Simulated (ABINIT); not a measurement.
# InP (F-43m): G0W0 in ABINIT against the bands in the screening, part 2 of 2

Aim: move the bands in the screening of a G0W0 run on InP (F-43m) over a wide range.

ABINIT 10.8.3; PBE and many-body steps on it, plane waves. Known limits of the many-body steps: not at the basis limit; exchange with frozen shells missing; mesh may overstate the screening; no spin-orbit coupling; coarse k mesh.

So far. Step 2 (Screening, 4×4×4 mesh, 17 bands, screening to 163.3 eV): Local fields lower ε∞ by 6 %. On a Γ-centred mesh this coarse the value itself is usually too large, while a short band sum pulls it down. Step 5 (27 bands): The gap on the mesh goes from 0.71 eV to 1.06 eV, a correction of +0.35 eV.

The database entry behind the starting cell differs from later determinations by our own check (0.1 to 0.3 % short, probably kX units), so it need not match the best structure at ambient conditions.

### 7. 90 bands

This step: G0W0 on PBE, plane waves, norm-conserving pseudopotentials.

run.abi

```
acell 3*1.0 Angstrom
rprim 
  -0.000000000000 2.930500000000 2.930500000000
  2.930500000000 -0.000000000000 2.930500000000
  2.930500000000 2.930500000000 -0.000000000000
ntypat 2
znucl 49 15
natom 2
typat 1 2
xred 
  0.000000000000 0.000000000000 0.000000000000
  0.250000000000 0.250000000000 0.250000000000
pp_dirpath "pseudos"
pseudos "In.upf, P.upf"
ecut 31
ngkpt 4 4 4
nshiftk 1
shiftk 0 0 0
kptopt 1
chksymbreak 0
istwfk *1
occopt 1
irdwfk 1
optdriver 4
nband 90
gwcalctyp 0
ecutsigx 31
symsigma 1
nkptgw 1
kptgw 
  0.0000000000 0.0000000000 0.0000000000
bdgw 
  7 13
ecuteps 6
irdscr 1
ppmodel 1
indata_prefix "in"
outdata_prefix "out"
tmpdata_prefix "tmp"
```

On the command line:

```sh
OMP_NUM_THREADS=1 mpirun -n 4 abinit run.abi > log
```

What it wrote:

```text
.Version 10.8.3 of ABINIT. v10.8.2 released Aug 2026.

 Symmetries : space group F-4 3 m (#216); Bravais cF (face-center cubic)
[... echo of the input left out ...]
== DATASET  1 ==================================================================
-   mpi_nproc: 4, omp_nthreads: 1 (-1 if OMP is not activated)

--- !DatasetInfo
iteration_state: {dtset: 1, }
dimensions: {natom: 2, nkpt: 8, mband: 90, nsppol: 1, nspinor: 1, nspden: 1, mpw: 2826, }
cutoff_energies: {ecut:  31.0, pawecutdg:  -1.0, }
[...]
11   8.562 -10.216  -6.368  -3.927   0.789  -0.267 -10.278  -0.062   8.499
       12   8.562 -10.216  -6.368  -3.927   0.789  -0.267 -10.278  -0.062   8.499
       13   8.562 -10.216  -6.368  -3.927   0.789  -0.267 -10.278  -0.062   8.499

== END DATASET(S) ==============================================================
================================================================================

 -outvars: echo values of variables after computation  --------
           etotal      0.0000000000E+00
            nband          90
             nkpt           8
          spgroup         216
 [... the other variables as echoed above ...]

 Calculation completed.
```

It took 7.1 s on 4 MPI ranks of Arm Neoverse V1, shared host; peak memory 0.72 GiB.

This step gave:

- G0W0 gap on the points computed: 1.004 eV
- starting gap on the mesh: 0.7094 eV
- k of the valence top: 0, 0, 0
- k of the conduction bottom: 0, 0, 0
- least direct G0W0 gap on the computed points: 1.004 eV

Against the run before, the gap moves by −0.052 eV.

### 8. Screening, 4×4×4 mesh, 198 bands, screening to 163.3 eV

This step: RPA screening on PBE, plane waves, norm-conserving pseudopotentials.

run.abi: that of step 7 with these lines changed.

```diff
@@ -23,15 +23,8 @@
 irdwfk 1
-optdriver 4
-nband 90
-gwcalctyp 0
-ecutsigx 31
-symsigma 1
-nkptgw 1
-kptgw 
-  0.0000000000 0.0000000000 0.0000000000
-bdgw 
-  7 13
+optdriver 3
+nband 198
 ecuteps 6
-irdscr 1
-ppmodel 1
+inclvkb 2
+awtr 1
+symchi 1
 indata_prefix "in"
```

What it wrote:

```text
.Version 10.8.3 of ABINIT. v10.8.2 released Aug 2026.

 Symmetries : space group F-4 3 m (#216); Bravais cF (face-center cubic)
[... echo of the input left out ...]
== DATASET  1 ==================================================================
-   mpi_nproc: 4, omp_nthreads: 1 (-1 if OMP is not activated)

--- !DatasetInfo
iteration_state: {dtset: 1, }
dimensions: {natom: 2, nkpt: 8, mband: 198, nsppol: 1, nspinor: 1, nspden: 1, mpw: 2826, }
cutoff_energies: {ecut:  31.0, pawecutdg:  -1.0, }
[...]
--------------------------------------------------------------------------------
[... chi0 elements left out ...]
 For q-point:  0.000010 0.000020 0.000030
  dielectric constant =  42.8070
  dielectric constant without local fields =  45.2187

  Average fulfillment of the sum rule on Im[epsilon] for q-point    1 :    117.64  [%]
[... wings left out ...]
  q-point number  2        q = ( 0.250000, 0.000000, 0.000000) [r.l.u.]
--------------------------------------------------------------------------------
[... chi0 elements left out ...]
  Average fulfillment of the sum rule on Im[epsilon] for q-point    2 :    140.26  [%]

 [... 6 further q-points ...]
```

Wall time 50 s (4 MPI ranks); peak memory 1.2 GiB; 3.3 min of CPU time.

Numbers from this step:

```yaml
eps_infinity_with_local_fields_on_this_mesh_along_the_program_s_q_direction: 42.81
the_same_without_local_fields: 45.22
plasma_frequency: 22.21 eV
plane_waves_in_the_screening_matrix: 259
```

### 9. 198 bands

This step: G0W0 on PBE, plane waves, norm-conserving pseudopotentials.

run.abi: that of step 8 with these lines changed.

```diff
@@ -23,8 +23,15 @@
 irdwfk 1
-optdriver 3
-nband 198
+optdriver 4
+nband 90
+gwcalctyp 0
+ecutsigx 31
+symsigma 1
+nkptgw 1
+kptgw 
+  0.0000000000 0.0000000000 0.0000000000
+bdgw 
+  7 13
 ecuteps 6
-inclvkb 2
-awtr 1
-symchi 1
+irdscr 1
+ppmodel 1
 indata_prefix "in"
```

What it wrote:

```text
.Version 10.8.3 of ABINIT. v10.8.2 released Aug 2026.

 Symmetries : space group F-4 3 m (#216); Bravais cF (face-center cubic)
[... echo of the input left out ...]
== DATASET  1 ==================================================================
-   mpi_nproc: 4, omp_nthreads: 1 (-1 if OMP is not activated)

--- !DatasetInfo
iteration_state: {dtset: 1, }
dimensions: {natom: 2, nkpt: 8, mband: 90, nsppol: 1, nspinor: 1, nspden: 1, mpw: 2826, }
cutoff_energies: {ecut:  31.0, pawecutdg:  -1.0, }
[...]
11   8.562 -10.216  -6.368  -3.981   0.790  -0.266 -10.321  -0.105   8.456
       12   8.562 -10.216  -6.368  -3.981   0.790  -0.266 -10.321  -0.105   8.456
       13   8.562 -10.216  -6.368  -3.981   0.790  -0.266 -10.321  -0.105   8.456

== END DATASET(S) ==============================================================
================================================================================

 -outvars: echo values of variables after computation  --------
           etotal      0.0000000000E+00
            nband          90
             nkpt           8
          spgroup         216
 [... the other variables as echoed above ...]

 Calculation completed.
```

Run time: 7.1 s. Hardware: 4 MPI ranks; peak memory 0.72 GiB; 28 s of CPU time.

This step gave:

- G0W0 gap on the points computed: 1.001 eV
- starting gap on the mesh: 0.7094 eV
- k of the valence top: 0, 0, 0
- k of the conduction bottom: 0, 0, 0
- least direct G0W0 gap on the computed points: 1.001 eV

Against the run before, the gap moves by −0.003 eV.

### 10. Side by side

Times are wall times on 4 MPI ranks of Arm Neoverse V1, shared host, good to a factor of about two. A run's time includes the screening step that it read.

```tsv
run	mesh	bands	screening cutoff (eV)	DFT gap (eV)	gap on the mesh (eV)	direct (eV)	ε∞ used	time
17 bands	4×4×4	90	163.3	0.709	1.129	1.129	42.14	12 s
27 bands	4×4×4	90	163.3	0.709	1.056	1.056	42.38	15 s
90 bands	4×4×4	90	163.3	0.709	1.004	1.004	42.78	30 s
198 bands	4×4×4	90	163.3	0.709	1.001	1.001	42.81	57 s
```

### 11. Outcome

```
17 bands     : 1.129 eV
27 bands     : 1.056 eV
90 bands     : 1.004 eV
198 bands    : 1.001 eV
known limits : not at the basis limit; exchange with frozen shells missing; mesh may overstate the screening; no spin-orbit coupling; coarse k mesh
```

What this shows: The setting moved: bands in the screening. From 17 bands to 198 bands the gap moves by −0.13 eV, for 4.9 times the time. It holds to 0.03 eV from 90 bands on. Bands and screening cutoff are coupled, so a series along one setting does not show full convergence. Bands and cutoff are finite, so the gap is not at the basis limit. The miss can reach some tenths of an eV and take either sign; the mesh is an error of its own. In the first G0W0 run levels were corrected at 1 k point alone, so a gap called «on the mesh» is the least over those, and an edge elsewhere would be missed. The 4×4×4 mesh is coarse for this cell, which bears on the long-range parts of exchange and screening. The norm-conserving file of at least one element keeps a d shell over frozen s and p shells of the same row. Exchange with those shells is missing from the self-energy, an error of 0.3 to 0.9 eV in cases checked, whose sign depends on which edge lies on those atoms. For the PBE start: The RPA ε∞ on this mesh reaches over 25; with a narrow direct gap a coarse mesh can overstate it, and the correction is then too small. The many-body steps are scalar-relativistic: spin-orbit coupling is not in them.

[Paths, hosts, dates, memory and timing lines, banners, echoed tables and standing remarks are left out of the program output.]

[Logs are printed without paths, hosts, clocks, repeated set-up lines and the standing remarks that a program may print on its own settings, such as how far it seeks lower states.]

[Runs of the session that timed out or met a known fault of the program may be left out.]

[No measured gap is set beside runs whose start may be inverted or whose files or cutoffs have a known fault.]

[Hosts, paths, dates, database ids (printed as entryN), source tags and the programs' standing remarks are cut or masked in the printed files.]

[G0W0 gaps are taken among the corrected bands and points alone; a level outside them can change the order at an edge.]

[Where Ansatz stands beside ABINIT at settings called matched, ABINIT's density can come from a denser mesh and the files from another edition; pairs whose starting gaps differed by over 0.03 eV were left out, so agreement reads better than it is.]
